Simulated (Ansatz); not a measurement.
# How many bands does the GW gap of SiO2 (P3_221) need?

Wanted: a G0W0 gap for SiO2 (P3_221) that is converged in bands and cutoff, or an estimate of the limit.

Method: G0W0 on PBE, plane waves, PAW; PAW set soft_1, in Ansatz 0.2.0.

## (1) The starting structure

It takes space group P3_221 (No. 154, trigonal). The conventional cell has a = 4.916 Å, b = 4.916 Å, c = 5.408 Å, α = 90.00°, β = 90.00°, γ = 120.00°. Nearest to Si lie 4 O at 1.61 Å. O has 2 Si at 1.61 Å nearest. Farther neighbours and most contacts between anions are not listed.

Coordinates:

```cif
data_structure
_symmetry_space_group_name_H-M 'P3_221'
_symmetry_Int_Tables_number 154
_cell_length_a 4.9164
_cell_length_b 4.9164
_cell_length_c 5.4084
_cell_angle_alpha 90.000
_cell_angle_beta 90.000
_cell_angle_gamma 120.000
_cell_volume 113.21
loop_
_atom_site_label
_atom_site_type_symbol
_atom_site_symmetry_multiplicity
_atom_site_Wyckoff_symbol
_atom_site_fract_x
_atom_site_fract_y
_atom_site_fract_z
_atom_site_occupancy
Si1 Si 3 a 0.46973 0.00000 0.66667 1
O1 O 6 c 0.41354 0.26758 0.78558 1
```

The cell and positions come from the Crystallography Open Database and are kept as given unless a step says otherwise.

## (2) 102 empty bands, screening to 54 eV

Now the one-shot GW correction: screening in the RPA, then the self-energy of the levels asked for. This step takes PAW set soft_1 files.

Contents of input.yaml:

```yaml
crystal:
  lattice:
    - [4.91636, 0.0, 0.0]
    - [-2.45818, 4.2576926541, 0.0]
    - [0.0, 0.0, 5.4084]
  atoms:
    - { symbol: Si, position: [0.46973, 0.0, 0.6666666667] }
    - { symbol: Si, position: [0.0, 0.46973, 0.3333333333] }
    - { symbol: Si, position: [0.53027, 0.53027, 0.0] }
    - { symbol: O, position: [0.41354, 0.26758, 0.78558] }
    - { symbol: O, position: [0.73242, 0.14596, 0.4522466667] }
    - { symbol: O, position: [0.85404, 0.58646, 0.1189133333] }
    - { symbol: O, position: [0.26758, 0.41354, 0.21442] }
    - { symbol: O, position: [0.14596, 0.73242, 0.5477533333] }
    - { symbol: O, position: [0.58646, 0.85404, 0.8810866667] }
kpoints:
  mp_grid: { grid: [6, 6, 4] }
hamiltonian:
  xc: pbe
  pseudopotentials: { kind: paw, azcp: { folder: soft_1 } }
scf:
  occupations: { method: fixed }
gw:
  n_empty_bands: 102
  ecut_chi: 54
  qp_bands: [v3, c3]
  qp_kpoints: band_edges
  screening: { model: contour_deformation }
```

Command:

```sh
$ ansatz run input.yaml --threads 3 --pin off --max-ram 92160MiB --backend cuda --events-out ev --progress --plain --runs-dir out --devices 1 --max-vram 13GiB
```

Numbers of over 12 decimals in the logs are rounded to 6 here.

Log:

```text
GPUs: using 1 of 1 available (devices: 1).
Engine: ansatz 0.2.0, x86_64-unknown-linux-gnu
Pseudopotentials: kind: paw
Pseudopotential: Si, paw, valence charge 4, recommended cutoff 420 eV (normal), soft_1/Si.paw.azcp
Pseudopotential: O, paw, valence charge 6, recommended cutoff 420 eV (normal), soft_1/O.paw.azcp
Functional definition: PBE
  parameter kappa = 0.804
  parameter beta = 0.066725
  exchange = pbe_x(kappa = kappa, mu = beta*pi^2/3)
  correlation = pbe_c(beta = beta)
device memory: the entry about to start is reckoned to put 1.3 GiB on a device that reports 65.3 GiB free (of which the cap on the GPU budget leaves the run 13.0 GiB)
GPU FFT provider: cuFFT
GPU libraries: cuBLAS 13.8.2, cuFFT 12.4.0, cuSOLVER 12.3.4
Crystal: 9 atoms, lattice volume = 113.211 Å³
Basis set: ecut = 420 eV, 2209 PW (Γ)
Bands: 33, of which v1, the nominal top of the filled ones, is band 24 counted from 1 (23 counted from 0)
Symmetry: 6 space group operations
Space group: P3221 (ITA 154), of the structure as read, at distance tolerance 4.8e-5 Å
k-points: 24 of 144 (time reversal used)
Non-local potential: Si, projectors of the file, l = 0: 2, l = 1: 2, l = 2: 1
Non-local potential: O, projectors of the file, l = 0: 2, l = 1: 2, l = 2: 1
PAW form: soft (Blöchl's): semilocal exchange-correlation on the pseudo side does not see the compensation charge
PAW one-centre angular grid: Si, 110 points (default); XC on 64 Gauss nodes
PAW one-centre angular grid: O, 110 points (default); XC on 64 Gauss nodes
Initial density: superposition of atomic densities (chi_scale 0.1, normalization cell, long waves kept (reshape's long-wave potential 0.01 eV rms))
Initial wavefunctions: pseudopotential atomic-orbital guess
GPU buffer pool allocated for 51840 grid points (all kernels)
GPU transforms: local potential and band sums: pruned to the plane-wave sphere, on 36×36×40
Functional: x = pbe(κ = 0.804, μ = 0.219515), c = pbe(β = 0.066725)
SCF iter   1: F=—  HF=-5327.301246 eV  |F-HF|=—  |Δ(HF+E_count)|=         —  Δρ=1.35e-1  dr2=1.82e1  ethr=3.10e-3  ⟨swp⟩=4.8  Hψ=3624  notcnv=0  defer=143
preconditioner: auto → Resta (q_TF=auto, 2.365 Å⁻¹)  ε∞=2.8  [insulator: Δε(μ)=7.394 eV  Ē_g=18.254 eV  n_scr=22 (ndim 8)  ℏωp=24.2 eV  f_vac=0.003  ε∞_Penn≈2.8]
SCF iter   2: F=—  HF=-5322.205491 eV  |F-HF|=—  |Δ(HF+E_count)|=    5.10e0  Δρ=4.35e-2  dr2=9.27e-1  ethr=3.10e-3  ⟨swp⟩=3.7  Hψ=2149  notcnv=0  defer=135
SCF iter   3: F=—  HF=-5322.143648 eV  |F-HF|=—  |Δ(HF+E_count)|=   6.18e-2  Δρ=2.16e-2  dr2=2.92e-1  ethr=1.93e-3  ⟨swp⟩=2.0  Hψ=820  notcnv=0  defer=162
SCF iter   4: F=—  HF=-5322.162607 eV  |F-HF|=—  |Δ(HF+E_count)|=   1.90e-2  Δρ=1.67e-3  dr2=2.39e-3  ethr=6.07e-4  ⟨swp⟩=3.0  Hψ=1398  notcnv=0  defer=160
SCF iter   5: F=—  HF=-5322.166944 eV  |F-HF|=—  |Δ(HF+E_count)|=   4.34e-3  Δρ=4.48e-4  dr2=2.01e-4  ethr=4.97e-6  ⟨swp⟩=3.2  Hψ=1403  notcnv=0  defer=166
SCF iter   6: F=—  HF=-5322.167093 eV  |F-HF|=—  |Δ(HF+E_count)|=   1.50e-4  Δρ=7.66e-5  dr2=8.94e-6  ethr=4.19e-7  ⟨swp⟩=2.0  Hψ=1250  notcnv=0  defer=166
SCF iter   7: F=—  HF=-5322.167110 eV  |F-HF|=—  |Δ(HF+E_count)|=   1.63e-5  Δρ=1.28e-5  dr2=1.38e-7  ethr=1.86e-8  ⟨swp⟩=2.0  Hψ=1408  notcnv=0  defer=161
SCF iter   8: F=-5322.167110 eV  HF=-5322.167110 eV  |F-HF|=8.16e-9  |Δ(HF+E_count)|=   4.23e-7  Δρ=2.68e-6  dr2=8.08e-9  ethr=2.08e-10  ⟨swp⟩=14.2  Hψ=3991  notcnv=0
SCF 1 converged in 8 iterations: F = -5322.167110 eV  dr2 = 8.08e-9
  greatest PAW one-centre occupation: 0.861 electrons in one spin orbital (limit 2), on the O atom at site 8 (counted from 0), in its partial waves of l = 0
device memory: the entry about to start is reckoned to put 1.4 GiB (of the 1.5 GiB reckoned in all, the device holds 0.1 GiB already) on a device that reports 62.3 GiB free (of which the cap on the GPU budget leaves the run 12.9 GiB)
NSCF: frozen V_eff on 24 k-points, pencils in batches of 32, up to order 132
the band table was solved once the SCF had ended and its energy, with any forces and stress, was formed, with the checks that follow a solve (3618 applications of the Hamiltonian). They found nothing against the state; the energy, forces and stress were not computed again (output.eigenvalues in the input reference)
device memory: the entry about to start is reckoned to put 4.1 GiB on a device that reports 62.2 GiB free (of which the cap on the GPU budget leaves the run 13.0 GiB)
NSCF: frozen V_eff on 24 k-points
G₀W₀ screening: q 1/24
[... further progress lines ...]
SCF converged after 8 iterations
Free energy (F): -5322.167110 eV
Harris-Foulkes:  -5322.167110 eV  (|F-HF|=8.16e-9)
Internal energy: -5322.167110 eV  (E = F + TS)
E sigma→0 (E₀):  -5322.167110 eV
Fermi energy:    2.505009 eV
--- Per-component energies (eV) ---
  E_band       = -206.884222
  E_kinetic    = 1169.978851
  E_local      = -2935.002211  (includes V_loc(G=0)·N_el)
  E_nonlocal   = 381.266300
  E_hartree    = 1074.942051
  E_xc         = -603.969359
  E_vxc        = -698.103937  (∫ρ·V_xc dr)
  E_paw        = -2519.090109  (= ΣΔE_a)
  E_vpaw       = -274.911463  (= ΣTr[D̂ρ^β])
  E_aug_tail   = 0.005008  (compensation charges beyond the density's cutoff)
  E_ewald      = -1890.297640
  E_smearing   = -0.000000  (= −TS)
  E_closure    = -0.000000  (closes the sum)
  Σ components = -5322.167110   (vs F -5322.167110, Δ=0.00e0)
--- Band table (eV; the first three rows and the last of 24) ---
  k-point 0: bands = [... 20 lower, 1.5021, 1.8187, 2.1901, 2.1901, 8.4978, 11.8262, 11.8262, 12.2813, ... 5 higher]
  k-point 1: bands = [... 20 lower, 1.4313, 1.9706, 2.2799, 2.4090, 9.0967, 11.6629, 11.7571, 11.7824, ... 5 higher]
  k-point 2: bands = [... 20 lower, 1.3000, 2.2895, 2.2895, 2.4143, 10.4511, 10.4511, 11.5718, 12.2627, ... 5 higher]
  k-point 23: bands = [... 20 lower, 1.5720, 1.7429, 1.9221, 1.9221, 11.5196, 12.3043, 12.3043, 12.6082, ... 5 higher]
--- G₀W₀: contour deformation, 5 samples at zero and on the imaginary axis and 2 off it, 144 q-points, 102 empty bands' worth ---
  eigenvalues of the whole cell's RPA ε∞ on this k-mesh (on a slab, of 1 + 4πα/V) = 2.3580, 2.3580, 2.3902; static W/v taken at q = 0 is 0.421715
  gw.qp_kpoints: band_edges: 23 of 24 stored k-points solved, in 1 pass; an edge of the gap read off the rows below is read off those points alone
    valence top: of the k-points left out ik 23 came nearest to being solved in a further pass, in band 24 (counted from 1, as in the quasiparticle table): it holds the edge there only if its correction is more favourable than any solved in that band by at least 0.583 eV; those differ by 0.073 eV
    conduction bottom: of the k-points left out ik 23 came nearest to being solved in a further pass, in band 25 (counted from 1, as in the quasiparticle table): it holds the edge there only if its correction is more favourable than any solved in that band by at least 3.022 eV; those differ by 0.902 eV
    ik  band        ε_KS         Σx   Σc(E_QP)       V_xc       Z   E_QP_lin       E_QP  E_QP is
     0    22      1.8187   -26.3950     4.5391   -20.3059  0.8158     0.2481     0.2686  root
     0    23      2.1901   -26.2848     4.4687   -20.3197  0.8176     0.6752     0.6937  root
     0    24      2.1901   -26.2848     4.4687   -20.3197  0.8176     0.6752     0.6937  root
     0    25      8.4978    -7.8425    -3.3224   -12.4215  0.8727     9.7624     9.7544  root
     0    26     11.8262    -6.6342    -3.5853   -11.9634  0.8634    13.5888    13.5701  root
     0    27     11.8262    -6.6342    -3.5853   -11.9634  0.8634    13.5888    13.5701  root
     1    22      1.9706   -26.5007     4.5311   -20.4459  0.8164     0.4274     0.4469  root
     1    23      2.2799   -26.5713     4.5108   -20.5773  0.8172     0.7785     0.7967  root
     1    24      2.4090   -26.7446     4.4978   -20.8031  0.8181     0.9484     0.9652  root
     1    25      9.0967    -8.2776    -3.2932   -12.9406  0.8693    10.4763    10.4665  root
     1    26     11.6629    -6.8588    -3.6425   -12.2497  0.8641    13.4300    13.4114  root
     1    27     11.7571    -8.0132    -3.5472   -13.3899  0.8590    13.6080    13.5865  root
     2    22      2.2895   -26.7683     4.5217   -20.7817  0.8174     0.8070     0.8246  root
     2    23      2.2895   -26.7683     4.5217   -20.7817  0.8174     0.8070     0.8246  root
     2    24      2.4143   -26.7572     4.5077   -20.7944  0.8177     0.9420     0.9592  root
     2    25     10.4511    -8.7172    -3.3434   -13.6612  0.8628    12.0667    12.0518  root
     2    26     10.4511    -8.7172    -3.3434   -13.6612  0.8628    12.0667    12.0518  root
     2    27     11.5718    -4.5876    -3.5662    -9.5654  0.8715    12.9949    12.9834  root
     3    22      1.7222   -26.2522     4.5381   -20.1474  0.8157     0.1344     0.1555  root
     3    23      2.2444   -26.4902     4.4962   -20.5131  0.8175     0.7454     0.7635  root
     3    24      2.2796   -26.4755     4.4840   -20.5154  0.8178     0.7857     0.8035  root
     3    25      8.9221    -8.1577    -3.3009   -12.7971  0.8703    10.2700    10.2607  root
     3    26     11.8024    -6.9003    -3.6328   -12.3227  0.8630    13.6118    13.5920  root
     3    27     11.8643    -6.8148    -3.6559   -12.2626  0.8628    13.6762    13.6562  root
[...]
21    26     11.4295    -8.5436    -3.5265   -13.8557  0.8591    13.2353    13.2151  root
    21    27     11.9267    -8.6560    -3.4583   -13.9434  0.8571    13.7775    13.7558  root
    22    22      1.9577   -26.4418     4.5236   -20.4060  0.8165     0.4263     0.4455  root
    22    23      1.9965   -26.5589     4.5353   -20.5248  0.8162     0.4789     0.4977  root
    22    24      2.3069   -26.5837     4.4934   -20.6233  0.8178     0.8224     0.8400  root
    22    25     11.4367    -9.8987    -3.7805   -15.7698  0.8550    13.5560    13.5273  root
    22    26     11.7413    -7.2968    -3.4481   -12.3425  0.8626    13.3549    13.3389  root
    22    27     12.1141    -8.5217    -3.5092   -13.8755  0.8570    13.9810    13.9587  root
```

Wall time 25 s (1 × NVIDIA H100 80GB HBM3 (shared by 6 runs) with 3 threads of AMD EPYC 7R13 (Zen 3), shared host); peak memory 1.2 GiB; 36 s of CPU time.

Numbers from this step:

```
bands summed                                 : 126
RPA ε∞ on this mesh (eigenvalues)            : 2.358, 2.358, 2.390
plane waves in the screening matrix          : 97
q-points in the mesh                         : 144
G0W0 gap on the mesh                         : 8.673 eV
k of the valence top                         : 0.3333, 0.3333, 0
k of the conduction bottom                   : 0, 0, 0
starting gap on the mesh                     : 5.993 eV
Z at the valence top                         : 0.8185
Z at the conduction bottom                   : 0.8727
least direct G0W0 gap on the computed points : 9.061 eV
```

The gap on the mesh goes from 5.99 eV to 8.67 eV, a correction of +2.68 eV. Between the two edge states, bare exchange in place of the xc potential would open the gap by 10.50 eV, and correlation takes back 7.82 eV.

## (3) 288 empty bands, screening to 108 eV

Another rung: the empty bands reach about as high as the screening cutoff, so the two stay in balance.

input.yaml: that of step 2 with these lines changed.

```diff
@@ -23,4 +23,4 @@
 gw:
-  n_empty_bands: 102
-  ecut_chi: 54
+  n_empty_bands: 288
+  ecut_chi: 108
   qp_bands: [v3, c3]
```

Log:

```text
GPUs: using 1 of 1 available (devices: 1).
[...]
GPU FFT provider: cuFFT
GPU libraries: cuBLAS 13.8.2, cuFFT 12.4.0, cuSOLVER 12.3.4
Crystal: 9 atoms, lattice volume = 113.211 Å³
Basis set: ecut = 420 eV, 2209 PW (Γ)
Bands: 33, of which v1, the nominal top of the filled ones, is band 24 counted from 1 (23 counted from 0)
Symmetry: 6 space group operations
[...]
k-points: 24 of 144 (time reversal used)
[...]
GPU buffer pool allocated for 51840 grid points (all kernels)
[...]
SCF iter   1: F=—  HF=-5327.301246 eV  |F-HF|=—  |Δ(HF+E_count)|=         —  Δρ=1.35e-1  dr2=1.82e1  ethr=3.10e-3  ⟨swp⟩=4.8  Hψ=3624  notcnv=0  defer=143
[...]
SCF iter   8: F=-5322.167110 eV  HF=-5322.167110 eV  |F-HF|=8.16e-9  |Δ(HF+E_count)|=   4.23e-7  Δρ=2.68e-6  dr2=8.08e-9  ethr=2.08e-10  ⟨swp⟩=14.2  Hψ=3991  notcnv=0
SCF 1 converged in 8 iterations: F = -5322.167110 eV  dr2 = 8.08e-9
[...]
NSCF: frozen V_eff on 24 k-points, pencils in batches of 32, up to order 132
[...]
NSCF: frozen V_eff on 24 k-points
G₀W₀ screening: q 1/24
[... further progress lines ...]
SCF converged after 8 iterations
Free energy (F): -5322.167110 eV
[...]
Internal energy: -5322.167110 eV  (E = F + TS)
E sigma→0 (E₀):  -5322.167110 eV
Fermi energy:    2.505009 eV
[...]
--- Band table (eV; the first three rows and the last of 24) ---
  k-point 0: bands = [... 20 lower, 1.5021, 1.8187, 2.1901, 2.1901, 8.4978, 11.8262, 11.8262, 12.2813, ... 5 higher]
  k-point 1: bands = [... 20 lower, 1.4313, 1.9706, 2.2799, 2.4090, 9.0967, 11.6629, 11.7571, 11.7824, ... 5 higher]
  k-point 2: bands = [... 20 lower, 1.3000, 2.2895, 2.2895, 2.4143, 10.4511, 10.4511, 11.5718, 12.2627, ... 5 higher]
  k-point 23: bands = [... 20 lower, 1.5720, 1.7429, 1.9221, 1.9221, 11.5196, 12.3043, 12.3043, 12.6082, ... 5 higher]
[...]
0    22      1.8187   -26.3950     4.3405   -20.3059  0.8077     0.0443     0.0701  root
     0    23      2.1901   -26.2848     4.2615   -20.3197  0.8093     0.4629     0.4866  root
     0    24      2.1901   -26.2848     4.2615   -20.3197  0.8093     0.4629     0.4866  root
     0    25      8.4978    -7.8425    -3.4031   -12.4215  0.8680     9.6805     9.6738  root
     0    26     11.8262    -6.6342    -3.8547   -11.9634  0.8592    13.3137    13.3007  root
     0    27     11.8262    -6.6342    -3.8547   -11.9634  0.8592    13.3137    13.3007  root
     1    22      1.9706   -26.5007     4.3302   -20.4459  0.8081     0.2213     0.2461  root
     1    23      2.2799   -26.5713     4.3040   -20.5773  0.8087     0.5666     0.5899  root
[...]
22    24      2.3069   -26.5837     4.2832   -20.6233  0.8092     0.6071     0.6297  root
    22    25     11.4367    -9.8986    -4.0159   -15.7698  0.8487    13.3136    13.2919  root
    22    26     11.7413    -7.2968    -3.6437   -12.3425  0.8580    13.1552    13.1433  root
    22    27     12.1141    -8.5217    -3.7320   -13.8755  0.8514    13.7524    13.7359  root
```

Run time: 53 s. Hardware: 1 × NVIDIA H100 80GB HBM3 (shared by 6 runs) with 3 threads; peak memory 1.7 GiB.

Numbers from this step:

* bands summed: 312
* RPA ε∞ on this mesh (eigenvalues): 2.347, 2.347, 2.376
* plane waves in the screening matrix: 303
* q-points in the mesh: 144
* G0W0 gap on the mesh: 8.806 eV
* k of the valence top: 0.3333, 0.3333, 0
* k of the conduction bottom: 0, 0, 0
* starting gap on the mesh: 5.993 eV
* Z at the valence top: 0.8096
* Z at the conduction bottom: 0.8680
* least direct G0W0 gap on the computed points: 9.187 eV

Against the run with 6×6×4 mesh, 102 empty bands, screening to 54 eV, PAW set soft_1 files, the gap moves by +0.13 eV.

## (4) 620 empty bands, screening to 180 eV

input.yaml: that of step 3 with these lines changed.

```diff
@@ -23,4 +23,4 @@
 gw:
-  n_empty_bands: 288
-  ecut_chi: 108
+  n_empty_bands: 620
+  ecut_chi: 180.0
   qp_bands: [v3, c3]
```

Log:

```text
GPUs: using 1 of 1 available (devices: 1).
[...]
GPU FFT provider: cuFFT
GPU libraries: cuBLAS 13.8.2, cuFFT 12.4.0, cuSOLVER 12.3.4
Crystal: 9 atoms, lattice volume = 113.211 Å³
Basis set: ecut = 420 eV, 2209 PW (Γ)
Bands: 33, of which v1, the nominal top of the filled ones, is band 24 counted from 1 (23 counted from 0)
Symmetry: 6 space group operations
[...]
k-points: 24 of 144 (time reversal used)
[...]
1    23      2.2799   -26.5713     4.0558   -20.5773  0.8049     0.3107     0.3418  root
[...]
22    24      2.3069   -26.5837     4.0329   -20.6233  0.8055     0.3491     0.3795  root
    22    25     11.4367    -9.8986    -4.1449   -15.7698  0.8468    13.1813    13.1629  root
    22    26     11.7413    -7.2968    -3.7519   -12.3425  0.8566    13.0450    13.0351  root
    22    27     12.1141    -8.5217    -3.8572   -13.8755  0.8498    13.6245    13.6107  root
[key lines of the parts left out:]
SCF converged after 8 iterations
Free energy (F): -5322.167110 eV
Fermi energy:    2.505009 eV
```

Run time: 1.8 min. Hardware: 1 × NVIDIA H100 80GB HBM3 (shared by 6 runs) with 3 threads; peak memory 3.3 GiB.

Numbers from this step:

* bands summed: 644
* RPA ε∞ on this mesh (eigenvalues): 2.334, 2.334, 2.366
* plane waves in the screening matrix: 635
* G0W0 gap on the mesh: 9.002 eV
* k of the valence top: 0.3333, 0.3333, 0
* k of the conduction bottom: 0, 0, 0
* starting gap on the mesh: 5.993 eV
* least direct G0W0 gap on the computed points: 9.371 eV

Against the run with 6×6×4 mesh, 288 empty bands, screening to 108 eV, PAW set soft_1 files, the gap moves by +0.20 eV.

## (5) Changing the k mesh: 3×3×2 mesh, 288 empty bands, screening to 108 eV, PAW set soft_1 files

Only the mesh changes. It samples the long-range screening, which converges on its own terms. Bands and cutoff differ from the step before, so it is read against an earlier run that matches them.

input.yaml: that of step 4 with these lines changed.

```diff
@@ -16,3 +16,3 @@
 kpoints:
-  mp_grid: { grid: [6, 6, 4] }
+  mp_grid: { grid: [3, 3, 2] }
 hamiltonian:
@@ -23,4 +23,4 @@
 gw:
-  n_empty_bands: 620
-  ecut_chi: 180.0
+  n_empty_bands: 288
+  ecut_chi: 108
   qp_bands: [v3, c3]
```

Log:

```text
GPUs: using 1 of 1 available (devices: 1).
[...]
GPU FFT provider: cuFFT
GPU libraries: cuBLAS 13.8.2, cuFFT 12.4.0, cuSOLVER 12.3.4
Crystal: 9 atoms, lattice volume = 113.211 Å³
Basis set: ecut = 420 eV, 2209 PW (Γ)
Bands: 33, of which v1, the nominal top of the filled ones, is band 24 counted from 1 (23 counted from 0)
Symmetry: 6 space group operations
[...]
k-points: 6 of 18 (time reversal used)
[...]
1    23      2.2897   -26.7958     4.3352   -20.7816  0.8083     0.5878     0.6107  root
[...]
4    24      2.5051   -26.8675     4.3017   -20.9210  0.8091     0.8389     0.8604  root
     4    25     11.4296    -8.5220    -3.7529   -13.8556  0.8529    13.0257    13.0103  root
     4    26     11.4296    -8.5220    -3.7529   -13.8556  0.8529    13.0257    13.0103  root
     4    27     11.9269    -8.6391    -3.6936   -13.9434  0.8508    13.5539    13.5375  root
[key lines of the parts left out:]
SCF converged after 8 iterations
Free energy (F): -5322.167423 eV
Fermi energy:    2.505111 eV
```

Elapsed: 15 s, on 1 × NVIDIA H100 80GB HBM3 (shared by 6 runs) with 3 threads; peak memory 1.2 GiB.

This step gave:

- bands summed: 312
- RPA ε∞ on this mesh (eigenvalues): 2.350, 2.350, 2.378
- plane waves in the screening matrix: 303
- G0W0 gap on the mesh: 8.822 eV
- k of the valence top: 0.3333, 0.3333, 0
- k of the conduction bottom: 0, 0, 0
- starting gap on the mesh: 5.993 eV
- least direct G0W0 gap on the computed points: 9.202 eV

Against the run with 6×6×4 mesh, 288 empty bands, screening to 108 eV, PAW set soft_1 files, the gap moves by +0.016 eV.

[end of part 1 of 2]

[Paths, hosts, dates, memory and timing lines, banners, echoed tables and standing remarks are left out of the program output.]

[Logs are printed without paths, hosts, clocks, repeated set-up lines and the standing remarks that a program may print on its own settings, such as how far it seeks lower states.]

[Runs of the session that timed out or met a known fault of the program may be left out.]

[Cells called generated may have been cut or substituted from an entry of the Crystallography Open Database or the Materials Project.]

[Hosts, paths, dates, database ids (printed as entryN), source tags and the programs' standing remarks are cut or masked in the printed files.]
